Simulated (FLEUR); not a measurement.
**Energy mapping worked by hand: GdN**

Can a spin model with one coupling foretell the energy of a further order of GdN?

Program: FLEUR MaX-R8.1. Level of theory: LDA (VWN) with U = 6.7 eV, J = 0.7 eV on Gd f; all-electron FLAPW, Dirac cores, scalar-relativistic bands. Results are calculated unless marked as measured.

The database entry behind the starting cell differs from later determinations by our own check (about 0.3 % long), so it need not match the best structure at ambient conditions.

## Step 1: The starting structure

The structure is cubic, space group Fm-3m (No. 225). The conventional cell has a = 4.999 Å, b = 4.999 Å, c = 4.999 Å, α = 90.00°, β = 90.00°, γ = 90.00°. Nearest to Gd lie 6 N at 2.50 Å. Nearest to N lie 6 Gd at 2.50 Å. Farther neighbours and most contacts between anions are not listed.

Coordinates:

```xyz
2
Lattice="0.0000 2.4995 2.4995 2.4995 0.0000 2.4995 2.4995 2.4995 0.0000" Properties=species:S:1:pos:R:3 pbc="T T T"
Gd    0.0000    0.0000    0.0000
N     2.4995    2.4995    2.4995
```

## Step 2: The parallel order

All energies count from this run. The U counters the self-interaction that shrinks the moments of a localised shell.

The file n_mmp_mat seeds the f occupations with whole cubic orbitals by Hund's first rule, so that the U acts from the first pass. inpgen writes inp.xml from crystal.txt; cutoffs, mixing, functional, smearing and local orbitals are then set in the file. The k list default-1 (kpts.xml, not shown) is a Γ-centred 8×8×8 mesh; where the ranks do not divide the number of points, some are split in two of half the weight.

The input, inp.xml:

```
<?xml version="1.0" encoding="UTF-8" standalone="no"?>
<fleurInput fleurInputVersion="0.39">
   <comment>
      GdN
   </comment>
   <calculationSetup>
      <cutoffs Kmax="3.61" Gmax="10.8" GmaxXC="10.8" numbands="0"/>
      <scfLoop itmax="130" minDistance="0.0001" maxIterBroyd="15" imix="Anderson" alpha="0.05" precondParam="0.0" spinf="2.0" sdNocoIR="T"/>
      <coreElectrons ctail="T" frcor="F" kcrel="0" coretail_lmax="0"/>
      <xcFunctional name="vwn" relativisticCorrections="F"/>
      <magnetism jspins="2"/>
      <soc l_soc="F" theta="0.0" phi="0.0" spav="F"/>
      <expertModes spex="0" secvar="F"/>
      <geometryOptimization l_f="F" forcealpha="1.0" forcemix="BFGS" epsdisp="0.00001" epsforce="0.00001"/>
      <ldaU l_linMix="F" mixParam="0.05" spinf="1.0"/>
   </calculationSetup>
   <cell>
      <bzIntegration valenceElectrons="23.0" mode="hist" fermiSmearingEnergy="0.00110248">
         <kPointListSelection listName="default-1"/>
         <xi:include xmlns:xi="http://www.w3.org/2001/XInclude" href="kpts.xml"> </xi:include>
      </bzIntegration>
      <xi:include xmlns:xi="http://www.w3.org/2001/XInclude" href="sym.xml"> </xi:include>
      <bulkLattice scale="1.0">
         <bravaisMatrix>
            <row-1>    0.0000000000000000     4.7233704484376995     4.7233704484376995</row-1>
            <row-2>    4.7233704484376995     0.0000000000000000     4.7233704484376995</row-2>
            <row-3>    4.7233704484376995     4.7233704484376995     0.0000000000000000</row-3>
         </bravaisMatrix>
      </bulkLattice>
   </cell>
   <atomSpecies>
      <species name="Gadolinium7.000" element="Gd" atomicNumber="64">
         <mtSphere radius="2.8" gridPoints="925" logIncrement="0.014"/>
         <atomicCutoffs lmax="10" lnonsphr="8"/>
         <electronConfig flipSpins="F">
            <coreConfig>(1s1/2) (2s1/2) (2p1/2) (2p3/2) (3s1/2) (3p1/2) (3p3/2) (4s1/2) (3d3/2) (3d5/2) (4p1/2) (4p3/2) (4d3/2) (4d5/2)</coreConfig>
            <valenceConfig>(5s1/2) (5p1/2) (5p3/2) (6s1/2) (4f5/2) (4f7/2) (5d3/2) (5d5/2)</valenceConfig>
            <stateOccupation state="(4f5/2)" spinUp="2.5" spinDown="0.5"/>
            <stateOccupation state="(4f7/2)" spinUp="4.0" spinDown="0.0"/>
            <stateOccupation state="(5d3/2)" spinUp="0.4" spinDown="0.0"/>
            <stateOccupation state="(5d5/2)" spinUp="0.6" spinDown="0.0"/>
         </electronConfig>
         <energyParameters s="6" p="6" d="5" f="4"/>
         <ldaU l="3" U="6.7" J="0.7" l_amf="F"/>
         <lo type="SCLO" l="0" n="5" eDeriv="0"/>
         <lo type="SCLO" l="1" n="5" eDeriv="0"/>
      </species>
      <species name="Nitrogen (N)" element="N" atomicNumber="7">
         <mtSphere radius="1.66" gridPoints="549" logIncrement="0.019"/>
         <atomicCutoffs lmax="6" lnonsphr="4"/>
         <electronConfig flipSpins="F">
            <coreConfig>(1s1/2)</coreConfig>
            <valenceConfig>(2s1/2) (2p1/2) (2p3/2)</valenceConfig>
            <stateOccupation state="(2p1/2)" spinUp="0.500000" spinDown="0.500000"/>
            <stateOccupation state="(2p3/2)" spinUp="1.000000" spinDown="1.000000"/>
         </electronConfig>
         <energyParameters s="2" p="2" d="3" f="4"/>
      </species>
   </atomSpecies>
   <atomGroups>
      <atomGroup species="Gadolinium7.000">
         <relPos label="                   1">.0000000000 .0000000000 .0000000000</relPos>
         <force calculate="T" relaxXYZ="TTT"/>
      </atomGroup>
      <atomGroup species="Nitrogen (N)">
         <relPos label="                   2">1.000/2.000 1.000/2.000 1.000/2.000</relPos>
         <force calculate="T" relaxXYZ="TTT"/>
      </atomGroup>
   </atomGroups>
   <output dos="F" band="F" slice="F">
      <bandDOS minEnergy="-.5*Htr" maxEnergy="0.5*Htr" sigma="0.015" storeEVData="T"/>
      <plotting iplot="0" polar="F">
         <plot TwoD="T" vec1="  1.0  0.0  0.0" vec2="  0.0  1.0  0.0" vec3="  0.0  0.0  1.0" zero="  0.0  0.0  0.0" file="plot"/>
      </plotting>
      <moessbauerParams electricFieldGradient="F" isomerShift="F" coreHyperfine="F" valenceHyperfine="F"/>
   </output>
</fleurInput>
```

The input, crystal.txt:

```
GdN
&input film=F cartesian=F /
0.00000000000  2.49950000000  2.49950000000
2.49950000000  0.00000000000  2.49950000000
2.49950000000  2.49950000000  0.00000000000
1.8897261246
1.0 1.0 1.0

2
64 0.00000000000  0.00000000000  0.00000000000 : 7.000
7 0.50000000000  0.50000000000  0.50000000000

&kpt div1=8 div2=8 div3=8 gamma=T /
```

The run is started by

```console
OMP_NUM_THREADS=1 inpgen -f crystal.txt > inpgen.log  # inp.xml is then edited as shown
OMP_NUM_THREADS=1 mpirun -n 4 fleur_MPI > fleur.log
```

The log of the run:

```text
Welcome to FLEUR        (www.flapw.de)
      MaX-Release 8.1          (www.max-centre.eu)

 ========== k-point set info ==========
 Selected k-point list: default-1
 k-point list type: mesh
 0 x 0 x 0
 Number of k points: 32

 [... set-up left out ...]
 Iteration:     1   Distance:      27.27864845 me/bohr^3
 Iteration:     2   Distance:      26.26784447 me/bohr^3
 Iteration:     3   Distance:      19.84328680 me/bohr^3
 Iteration:     4   Distance:      14.17371785 me/bohr^3
 Iteration:     5   Distance:       2.57967997 me/bohr^3
[...]
[... left out ...]
            <freeEnergy value="-11327.5279550037"/>
            <extrapolationTo0K value="-11327.5279488683"/>
         </totalEnergy>
         [... left out ...]
         <ldaUDensityMatrixConvergence>
            <distance spin="1" distance="0.000000"/>
            <distance spin="2" distance="0.000000"/>
         </ldaUDensityMatrixConvergence>
         <densityConvergence units="me/bohr^3">
            <chargeDensity spin="1" distance="0.0000191604"/>
            <chargeDensity spin="2" distance="0.0000179208"/>
            <overallChargeDensity distance="0.0000331152"/>
            <spinDensity distance="0.0000167315"/>
         </densityConvergence>
      </iteration>
```

The job ended after 6 s (4 MPI ranks of AMD EPYC 9R45, shared host; peak memory 0.22 GiB; 23 s of CPU time).

Spin moment in the muffin-tin sphere by atom:

| atom | spin moment in the muffin-tin sphere (μB) |
| --- | --- |
| Gd1 | 7.04 |
| N2 | -0.10 |

Read from the output:

- free energy: -308237.7384 eV
- program's band gap on this mesh (in a metal only a level spacing): 0.1399 eV
- magnetization: 7.000 μB
- final state: ferromagnetic, with opposed induced moments

After 18 cycles the largest moment stands at 7.04 μB.

## Step 3: The orders used for the fit

The other orders were run with the same settings, on meshes that hold the same points. Free energies are divided by the number of Gd atoms; q is in fractions of the reciprocal vectors of the first run's cell.

| order | atoms | mesh | free energy (eV) | eV per Gd | largest moment (μB) |
| --- | --- | --- | --- | --- | --- |
| F + | 2 | 8×8×8 | -308237.7384 | -308237.7384 | 7.04 |
| AF q=(0,1/2,1/2) +- | 4 | 8×4×8 | -616475.4624 | -308237.7312 | 7.03 |

## Step 4: Counting neighbours

With E = −Σ J e_i·e_j over ordered pairs of unit vectors, turning a neighbour from parallel to opposed costs 2J a Gd atom. So an order lies 2 Σ n J over the parallel one, n being the opposed neighbours in each shell.

| shell | distance (Å) | neighbours | opposed in AF q=(0,1/2,1/2) +- | opposed in AF q=(0,0,1/2) +- |
| --- | --- | --- | --- | --- |
| J1 | 3.53 | 12 | 8 | 6 |
| J2 | 5.00 | 6 | 0 | 6 |

Only J1 is kept.

## Step 5: Solving

```
2 × 8 × J1 = +7.2 meV    (AF q=(0,1/2,1/2) +-)
J1 = +0.45 meV
```

## Step 6: The test

The couplings now give the orders that were left out:

```
2 × 6 × (+0.45) = +5.4 meV    (AF q=(0,0,1/2) +-)
```

The runs themselves:

| order | atoms | mesh | free energy (eV) | eV per Gd | largest moment (μB) | over the parallel order (meV) | foretold (meV) |
| --- | --- | --- | --- | --- | --- | --- | --- |
| AF q=(0,0,1/2) +- | 4 | 8×8×4 | -616475.4692 | -308237.7346 | 7.04 | +3.8 | +5.4 |

## Step 7: One more shell

One try is to add the next shell, though changing moments can also cause the miss. Both differences then fix both couplings, and no order is left for a test.

```
2 × 8 × J1 = +7.2 meV    (AF q=(0,1/2,1/2) +-)
2 × 6 × J1 + 2 × 6 × J2 = +3.8 meV    (AF q=(0,0,1/2) +-)
J1 = +0.45 meV
J2 = -0.13 meV
```

## Step 8: Outcome

```yaml
effective_coupling_of_the_reversed_pairs_counted_on_j1_gd_gd_at_3p53_a: 0.45 meV
largest_miss_on_the_orders_left_out: 1.6 meV
j1_with_two_shells: 0.45 meV
j2_with_two_shells: -0.13 meV
```

What this shows: The model misses the order left out by 1.6 meV, 22 % of the largest distance from the parallel order, so it holds only roughly. With the next shell added the couplings are J1 = +0.45 and J2 = -0.13 meV, untested. The largest moments of the orders differ by 0.22 % of the greatest. One difference fixes one number: it sums all reversed shells and need not be the coupling of the nearest one, even in sign. The f shell is half filled, so the spin-only picture is fair.

[Logs and program files are shortened in this print: banners, set-up blocks, solver, clock and traceback lines can be left out without a mark of their own.]

[Logs are printed without paths, hosts, clocks, repeated set-up lines and the standing remarks that a program may print on its own settings, such as how far it seeks lower states.]

[Hosts, paths, dates, database ids (printed as entryN), source tags and the programs' standing remarks are cut or masked in the printed files.]

[Where a cell is said to come from a database of computed structures, the database is the Materials Project.]
